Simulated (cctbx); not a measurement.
# Lattice, Laue class and space group of a new crystal

Cell: a = 7.1320 Å, b = 7.1470 Å, c = 10.2280 Å, α = 90.00°, β = 90.00°, γ = 90.00°. Expected content of the cell: Pd4 Cr4 Sc4 S16.

Simulated single-crystal data (cctbx): Cu Kα, λ = 1.54184 Å, to d = 0.83 Å, 50 % of the full sphere, strongest reflection 40000 counts, noise from counting, a 2 % proportional error and a noise floor of 2 counts (s.d.); no absorption.

A first pass over the reflections prints:

```text
1894 reflections to d = 0.830 A
centring   violations  <I/sigma> of those
    A        335 of   934     10.7
    B        371 of   952     11.0
    C        428 of   928     12.2
    I          0 of   971      0.0
    R        523 of  1228     11.5
    F        567 of  1407     11.3
Laue class    unique    Rint  (classes that these axes allow; Friedel mates merged)
I 1 2/m 1         469   0.015
I 1 1 2/m         463   0.016
I 2/m 1 1         477   0.014
I m m m           290   0.016
space group    extra absences  I>4sigma  <I/sigma>
I 2 2 2                 0          0         -  acentric
I 21 21 21              0          0         -  acentric
I m m 2                 0          0         -  acentric
I 2 m m                 0          0         -  acentric
I m 2 m                 0          0         -  acentric
I 2 m b                30          0      -0.1  acentric
I m 2 a                30          0      -0.1  acentric
I m m m                 0          0         -  centric
I m m a                30          0      -0.1  centric
I m m b                30          0      -0.1  centric
Wilson B = 1.14 A^2   <|E^2-1|> = 0.914 (0.968 centric, 0.736 acentric)   E^2>4: 3.5 %
shell (A)         n   <I/sigma>
 5.86 - 1.65     44     35.4
 1.65 - 1.31     41     49.1
 1.31 - 1.15     33     37.2
 1.15 - 1.05     28     40.2
 1.05 - 0.97     47     40.9
 0.97 - 0.91     27     30.3
 0.91 - 0.87     35     33.1
 0.87 - 0.83     35     30.5
```

Q: Read the symmetry from these tables.

The reflections that I centring forbids are absent (⟨I/σ⟩ near 0), so the lattice is I.

Rint stays low (0.014 to 0.016) up to I m m m, the highest class in these axes.

10 settings pass the absence test. The most absences obeyed, 30, belong to I 2 m b, I m 2 a, I m m a and I m m b, which absences can't tell apart.

⟨|E²−1|⟩ = 0.914 leans to a centrosymmetric structure. The Wilson B of 1.14 Å² means U ≈ 0.0144 Å².

The true group is Imma (no. 74), Laue class mmm, centrosymmetric. The tables only narrow the choice to the tied entries; cell content, site symmetry and trial solutions must settle it.

The model is made up (kin elements in a known structure type, no relaxation), so it says nothing on whether the phase exists.

[Logs are printed without paths, hosts, clocks, repeated set-up lines and the standing remarks that a program may print on its own settings, such as how far it seeks lower states.]
